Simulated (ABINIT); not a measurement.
# InGeH3 (Pm-3m): zone-centre phonons, part 2 of 3

Which modes does InGeH3 (Pm-3m) have at the zone centre?

ABINIT 10.8.3; DFT PBE, scalar-relativistic, plane waves, PseudoDojo norm-conserving pseudopotentials.

So far. Step 5 (Relaxing the cell and atoms): The volume changes by -0.4 % in this run and stands -27.0 % from the first cell. The relaxed cell has a = 3.971 Å (conventional setting).

The structure was built from a prototype and need not be the compound's stable phase.

**7. Linear response at Γ**

At q = 0 one unit cell holds all displacements. The response is solved for single atoms along the cell's directions, and symmetry skips those that follow from others. The crystal is treated as a metal, which screens a static field, so no field response is asked.

Input file dfpt_gamma.abi:

```

# common to the responses
getwfk_filepath "gso_WFK"
kptopt 2
nqpt 1
qpt 0.0 0.0 0.0
asr 0
chneut 0

# displacements
rfphon 1
rfatpol 1 5
rfdir 1 1 1
tolvrs 1.0d-10
prtwf 0

# basis, mesh and filling
ecut 43.0
ecutsm 3.0
ngkpt 6 6 6
nshiftk 1
shiftk 0.0 0.0 0.0
istwfk *1
occopt 3
tsmear 0.01
nband 23
nstep 100
diemac 1000000.0
prtebands 0
prtgsr 0
useylm 1

# cell and atoms
acell 3*1.0 Angstrom
rprim 
    3.970899502 0.0 0.0
    0.0 3.970899502 0.0
    0.0 0.0 3.970899502
ntypat 3
znucl 49 32 1
natom 5
typat 1 2 3 3 3
xred 
    0.0 0.0 0.0
    0.5 0.5 0.5
    0.5 0.5 0.0
    0.5 0.0 0.5
    0.0 0.5 0.5
pp_dirpath "./pseudo"
pseudos "In.upf, Ge.upf, H.upf"
```

Command:

```console
$ OMP_NUM_THREADS=1 mpirun -n 4 abinit dfpt_gamma.abi > dfpt_gamma.log
```

Numbers of over 12 decimals in the logs are rounded to 6 here.

dfpt_gamma.abo, the main output file:

```text
[banners, grids, parts of the stress and lines that vanish by symmetry left out]
- input  file    -> dfpt_gamma.abi
- output file    -> dfpt_gamma.abo
- root for input  files -> dfpt_gammai
- root for output files -> dfpt_gammao

 Symmetries : space group Pm -3 m (#221); Bravais cP (primitive cubic)
================================================================================
 Values of the parameters that define the memory need of the present run (RF).
     intxc =       0      iscf =       7    lmnmax =      18     lnmax =       6
     mgfft =      48  mpssoang =       3    mqgrid =    3001     natom =       5
  nloc_mem =       1    nspden =       1   nspinor =       1    nsppol =       1
      nsym =      48    n1xccc =    2501    ntypat =       3    occopt =       3
   xclevel =       2
-    mband =          23        mffmem =           1         mkmem =          28
-   mkqmem =          28        mk1mem =          28           mpw =        5716
      nfft =      110592          nkpt =         112
- my_mband =          23
================================================================================
================================================================================

--------------------------------------------------------------------------------
------------- Echo of variables that govern the present computation ------------
--------------------------------------------------------------------------------
-
- outvars: echo of selected default values
-   iomode0 =  0 , fftalg0 =312 , wfoptalg0 =  0
-
- outvars: echo of global parameters not present in the input file
-  max_nthreads =    1
-
 -outvars: echo values of preprocessed input variables
 [... echo left out ...]
================================================================================

 chkinp: Checking input parameters for consistency.

[...]
== DATASET  1 ==================================================================
-   mpi_nproc: 4, omp_nthreads: 1 (-1 if OMP is not activated)

--- !DatasetInfo
iteration_state: {dtset: 1, }
dimensions: {natom: 5, nkpt: 112, mband: 23, nsppol: 1, nspinor: 1, nspden: 1, mpw: 5716, }
cutoff_energies: {ecut:  43.0, pawecutdg:  -1.0, }
electrons: {nelect:   3.00000000E+01, charge:   0.00000000E+00, occopt:   3.00000000E+00, tsmear:   1.00000000E-02, }
meta: {optdriver: 1, rfphon: 1, }
...

 mkfilename: getwfk from: gso_WFK

 Real(R)+Recip(G) space primitive vectors, cartesian coordinates (Bohr,Bohr^-1):
 R(1)=  7.5039125  0.0000000  0.0000000  G(1)=  0.1332638  0.0000000  0.0000000
 R(2)=  0.0000000  7.5039125  0.0000000  G(2)=  0.0000000  0.1332638  0.0000000
 R(3)=  0.0000000  0.0000000  7.5039125  G(3)=  0.0000000  0.0000000  0.1332638
 Unit cell volume ucvol=  4.2253558E+02 bohr^3
 Angles (23,13,12)=  9.00000000E+01  9.00000000E+01  9.00000000E+01 degrees
 setup1 : take into account q-point for computing boxcut.

 getcut: wavevector=  0.0000  0.0000  0.0000  ngfft=  48  48  48
         ecut(hartree)=     43.000   => boxcut(ratio)=   2.16698

--- Pseudopotential description ------------------------------------------------
- pspini: atom type   1  psp file is ./pseudo/In.upf

- pspini: atom type   2  psp file is ./pseudo/Ge.upf

- pspini: atom type   3  psp file is ./pseudo/H.upf

   1.71971237E+03                                ecore*ucvol(ha*bohr**3)
--------------------------------------------------------------------------------

 ==>  initialize data related to q vector <==

 The list of irreducible perturbations for this q vector is:
    1)    idir= 1    ipert=   1
    2)    idir= 1    ipert=   2
    3)    idir= 1    ipert=   3
    4)    idir= 3    ipert=   3

[...]
The perturbation idir=   2  ipert=   1 is
 symmetric of a previously calculated perturbation.
 So, its SCF calculation is not needed.

 The perturbation idir=   3  ipert=   1 is
 symmetric of a previously calculated perturbation.
 So, its SCF calculation is not needed.

 The perturbation idir=   2  ipert=   2 is
 symmetric of a previously calculated perturbation.
 So, its SCF calculation is not needed.

 The perturbation idir=   3  ipert=   2 is
 symmetric of a previously calculated perturbation.
 So, its SCF calculation is not needed.

[...]
The perturbation idir=   2  ipert=   5 is
 symmetric of a previously calculated perturbation.
 So, its SCF calculation is not needed.

 The perturbation idir=   3  ipert=   5 is
 symmetric of a previously calculated perturbation.
 So, its SCF calculation is not needed.

--------------------------------------------------------------------------------
 Perturbation wavevector (in red.coord.)   0.000000  0.000000  0.000000
 Perturbation : displacement of atom   1   along direction   1
 Found     8 symmetries that leave the perturbation invariant.

[...]
dfpt_looppert : total number of electrons, from k and k+q
  fully or partially occupied states are    3.000000E+01 and    3.000000E+01.
 Initialisation of the first-order wave-functions :
  ireadwf=   0

--- !BeginCycle
iteration_state: {dtset: 1, }
solver: {iscf: 7, nstep: 100, nline: 4, wfoptalg: 0, }
tolerances: {tolvrs: 1.00E-10, }
...

     iter   2DEtotal(Ha)        deltaE(Ha) residm    vres2
-ETOT  1   6.369752     -1.458E+04 3.029E+01 4.103E+02
 ETOT  2  0.623607     -5.746E+00 7.114E-02 1.922E+02
 ETOT  3  0.586519     -3.709E-02 9.893E-04 1.950E+01
 ETOT  4  0.585077     -1.442E-03 4.334E-04 7.068E+00
 ETOT  5  0.583825     -1.252E-03 4.339E-05 1.685E-02
[...]
At SCF step   11       vres2   =  5.46E-11 < tolvrs=  1.00E-10 =>converged.
[...]
Mean square residual over all n,k,spin=   55.049E-13; max=  25.483E-10

 Thirteen components of 2nd-order total energy (hartree) are
 1,2,3: 0th-order hamiltonian combined with 1st-order wavefunctions
     kin0=   2.01265506E+04 eigvalue=   1.14225600E+03  local=  -1.14850471E+04
 4,5,6: 1st-order hamiltonian combined with 1st and 0th-order wfs
 loc psp =  -4.50163538E+03  Hartree=   1.31383429E+03     xc=  -2.41924463E+02
 note that "loc psp" includes a xc core correction that could be resolved
 7,8,9: eventually, occupation + non-local contributions
    edocc=   1.21785084E+01     enl0=   3.71634886E+03   enl1=  -2.46667578E+04
 1-9 gives the relaxation energy (to be shifted if some occ is /=2.0)
   erelax=  -1.45841966E+04
 10,11,12 Non-relaxation  contributions : frozen-wavefunctions and Ewald
 fr.local=   2.00184254E+03 fr.nonlo=   1.23286850E+04  Ewald=   1.23365329E+02
 13,14 Frozen wf xc core corrections (1) and (2)
 frxc 1  =  -4.39162059E+02  frxc 2 =   5.70049650E+02
 Resulting in :
 2DEtotal=    0.5838201398E+00 Ha. Also 2DEtotal=    0.158865553236E+02 eV
    (2DErelax=   -1.4584196611E+04 Ha. 2DEnonrelax=    1.4584780431E+04 Ha)
    (  non-var. 2DEtotal :    5.8382134973E-01 Ha)

[...]
Perturbation wavevector (in red.coord.)   0.000000  0.000000  0.000000
 Perturbation : displacement of atom   2   along direction   1
 Found     8 symmetries that leave the perturbation invariant.

[...]
dfpt_looppert : total number of electrons, from k and k+q
  fully or partially occupied states are    3.000000E+01 and    3.000000E+01.
 Initialisation of the first-order wave-functions :
  ireadwf=   0

--- !BeginCycle
iteration_state: {dtset: 1, }
solver: {iscf: 7, nstep: 100, nline: 4, wfoptalg: 0, }
tolerances: {tolvrs: 1.00E-10, }
...

     iter   2DEtotal(Ha)        deltaE(Ha) residm    vres2
-ETOT  1   7.691384     -4.096E+04 2.435E+01 2.592E+02
[...]
At SCF step   11       vres2   =  7.30E-12 < tolvrs=  1.00E-10 =>converged.
[...]
Mean square residual over all n,k,spin=   61.591E-13; max=  28.826E-10

 Thirteen components of 2nd-order total energy (hartree) are
 1,2,3: 0th-order hamiltonian combined with 1st-order wavefunctions
     kin0=   4.53261517E+04 eigvalue=   3.66412693E+03  local=  -1.35200775E+04
 4,5,6: 1st-order hamiltonian combined with 1st and 0th-order wfs
 loc psp =  -6.84851239E+03  Hartree=   2.91513866E+03     xc=  -6.91233320E+02
 note that "loc psp" includes a xc core correction that could be resolved
 7,8,9: eventually, occupation + non-local contributions
    edocc=   2.25132297E+01     enl0=   3.25017207E+03   enl1=  -7.50850712E+04
 1-9 gives the relaxation energy (to be shifted if some occ is /=2.0)
   erelax=  -4.09667918E+04
 10,11,12 Non-relaxation  contributions : frozen-wavefunctions and Ewald
 fr.local=   3.28190297E+03 fr.nonlo=   3.75242181E+04  Ewald=   1.25039971E+02
 13,14 Frozen wf xc core corrections (1) and (2)
 frxc 1  =  -7.99510584E+02  frxc 2 =   8.34725458E+02
 Resulting in :
 2DEtotal=   -0.4159056014E+00 Ha. Also 2DEtotal=   -0.113173679617E+02 eV
    (2DErelax=   -4.0966791777E+04 Ha. 2DEnonrelax=    4.0966375871E+04 Ha)
    (  non-var. 2DEtotal :   -4.1590509493E-01 Ha)

[...]
Perturbation wavevector (in red.coord.)   0.000000  0.000000  0.000000
 Perturbation : displacement of atom   3   along direction   1
 Found     4 symmetries that leave the perturbation invariant.

[...]
dfpt_looppert : total number of electrons, from k and k+q
  fully or partially occupied states are    3.000000E+01 and    3.000000E+01.
 Initialisation of the first-order wave-functions :
  ireadwf=   0

--- !BeginCycle
iteration_state: {dtset: 1, }
solver: {iscf: 7, nstep: 100, nline: 4, wfoptalg: 0, }
tolerances: {tolvrs: 1.00E-10, }
...

     iter   2DEtotal(Ha)        deltaE(Ha) residm    vres2
-ETOT  1  0.627651     -5.290E+01 2.335E+00 6.094E+02
[...]
At SCF step   10       vres2   =  8.65E-11 < tolvrs=  1.00E-10 =>converged.
[...]
Mean square residual over all n,k,spin=   10.857E-10; max=  14.104E-07

 Thirteen components of 2nd-order total energy (hartree) are
 1,2,3: 0th-order hamiltonian combined with 1st-order wavefunctions
     kin0=   5.71286778E+01 eigvalue=  -5.37587863E-02  local=  -1.16408563E+01
 4,5,6: 1st-order hamiltonian combined with 1st and 0th-order wfs
 loc psp =  -7.57053412E+01  Hartree=   1.14217962E+01     xc=  -8.09587763E+00
 note that "loc psp" includes a xc core correction that could be resolved
 7,8,9: eventually, occupation + non-local contributions
    edocc=   4.87444423E+00     enl0=  -6.12322304E-01   enl1=  -3.03388652E+01
 1-9 gives the relaxation energy (to be shifted if some occ is /=2.0)
   erelax=  -5.30221033E+01
 10,11,12 Non-relaxation  contributions : frozen-wavefunctions and Ewald
 fr.local=   4.31437837E+01 fr.nonlo=   1.53296822E+01  Ewald=  -4.94315220E+00
 13,14 Frozen wf xc core corrections (1) and (2)
 frxc 1  =   0.00000000E+00  frxc 2 =   0.00000000E+00
 Resulting in :
 2DEtotal=    0.5082104800E+00 Ha. Also 2DEtotal=    0.138291116663E+02 eV
    (2DErelax=   -5.3022103251E+01 Ha. 2DEnonrelax=    5.3530313731E+01 Ha)
    (  non-var. 2DEtotal :    5.0821049104E-01 Ha)

[...]
Perturbation wavevector (in red.coord.)   0.000000  0.000000  0.000000
 Perturbation : displacement of atom   3   along direction   3
 Found     8 symmetries that leave the perturbation invariant.

--------------------------------------------------------------------------------

--------------------------------------------------------------------------------

 dfpt_looppert : total number of electrons, from k and k+q
  fully or partially occupied states are    3.000000E+01 and    3.000000E+01.
 Initialisation of the first-order wave-functions :
  ireadwf=   0

--- !BeginCycle
iteration_state: {dtset: 1, }
solver: {iscf: 7, nstep: 100, nline: 4, wfoptalg: 0, }
tolerances: {tolvrs: 1.00E-10, }
...

     iter   2DEtotal(Ha)        deltaE(Ha) residm    vres2
-ETOT  1  -1.882858     -5.802E+01 9.944E-01 7.688E+02
[...]
ETOT  9  -2.057702     -4.228E-11 2.867E-09 1.165E-09
 ETOT 10  -2.057702     -5.045E-12 8.265E-10 8.187E-12

 At SCF step   10       vres2   =  8.19E-12 < tolvrs=  1.00E-10 =>converged.
[...]
Mean square residual over all n,k,spin=   20.841E-13; max=  82.653E-11

 Thirteen components of 2nd-order total energy (hartree) are
 1,2,3: 0th-order hamiltonian combined with 1st-order wavefunctions
     kin0=   5.76789100E+01 eigvalue=   9.78133367E-02  local=  -1.25136553E+01
 4,5,6: 1st-order hamiltonian combined with 1st and 0th-order wfs
 loc psp =  -8.43185324E+01  Hartree=   1.44868183E+01     xc=  -9.96869932E+00
 note that "loc psp" includes a xc core correction that could be resolved
 7,8,9: eventually, occupation + non-local contributions
    edocc=   9.32292446E+00     enl0=  -9.13524440E-01   enl1=  -3.20626419E+01
 1-9 gives the relaxation energy (to be shifted if some occ is /=2.0)
   erelax=  -5.81905872E+01
 10,11,12 Non-relaxation  contributions : frozen-wavefunctions and Ewald
 fr.local=  -1.64354085E+01 fr.nonlo=   1.41173576E+01  Ewald=   5.84509360E+01
 13,14 Frozen wf xc core corrections (1) and (2)
 frxc 1  =   0.00000000E+00  frxc 2 =   0.00000000E+00
 Resulting in :
 2DEtotal=   -0.2057702099E+01 Ha. Also 2DEtotal=   -0.559929265960E+02 eV
    (2DErelax=   -5.8190587194E+01 Ha. 2DEnonrelax=    5.6132885095E+01 Ha)
    (  non-var. 2DEtotal :   -2.0577020466E+00 Ha)

[...]
---- first-order wavefunction calculations are completed ----

 ==> Compute Derivative Database <==

 [... matrices left out ...]
  Phonon wavevector (reduced coordinates) :  0.00000  0.00000  0.00000
 Phonon energies in Hartree :
  -4.493845E-03 -4.493845E-03 -4.493845E-03 -7.278465E-06 -7.278465E-06
  -7.278464E-06  3.510420E-04  3.510420E-04  3.510420E-04  2.099533E-03
   2.099533E-03  2.099533E-03  2.364853E-03  2.364853E-03  2.364853E-03
 Phonon frequencies in cm-1    :
- -9.862849E+02 -9.862849E+02 -9.862849E+02 -1.597438E+00 -1.597438E+00
- -1.597438E+00  7.704480E+01  7.704480E+01  7.704480E+01  4.607943E+02
-  4.607943E+02  4.607943E+02  5.190251E+02  5.190251E+02  5.190251E+02

== END DATASET(S) ==============================================================
================================================================================

 -outvars: echo values of variables after computation
            acell      1.8897261259E+00  1.8897261259E+00  1.8897261259E+00 Bohr
           etotal     -2.0577020990E+00
            fcart      0.0000000000E+00  0.0000000000E+00  0.0000000000E+00
           strten      0.0000000000E+00  0.0000000000E+00  0.0000000000E+00
================================================================================
```

Wall time 2.7 min (4 MPI ranks of Arm Neoverse V2, shared host); 11 min of CPU time.

Numbers from this step:

```yaml
largest_acoustic_frequency_at_the_zone_centre_before_the_sum_rule: -1.6 cm⁻¹
highest_optical_zone_centre_mode_no_lo_to_term: 519.0 cm⁻¹
lowest_optical_zone_centre_mode: -986.3 cm⁻¹
```

The acoustic modes at Γ come out as far as 1.6 cm⁻¹ from zero, where they should vanish, a small numerical error. The lowest optical mode is imaginary, 986i cm⁻¹, an instability at this level and on this k mesh.

[end of part 2 of 3]

[Host names and launcher messages were left out of these logs when they were recorded.]

[Logs are printed without paths, hosts, clocks, repeated set-up lines and the standing remarks that a program may print on its own settings, such as how far it seeks lower states.]

[Hosts, paths, dates, database ids (printed as entryN), source tags and the programs' standing remarks are cut or masked in the printed files.]
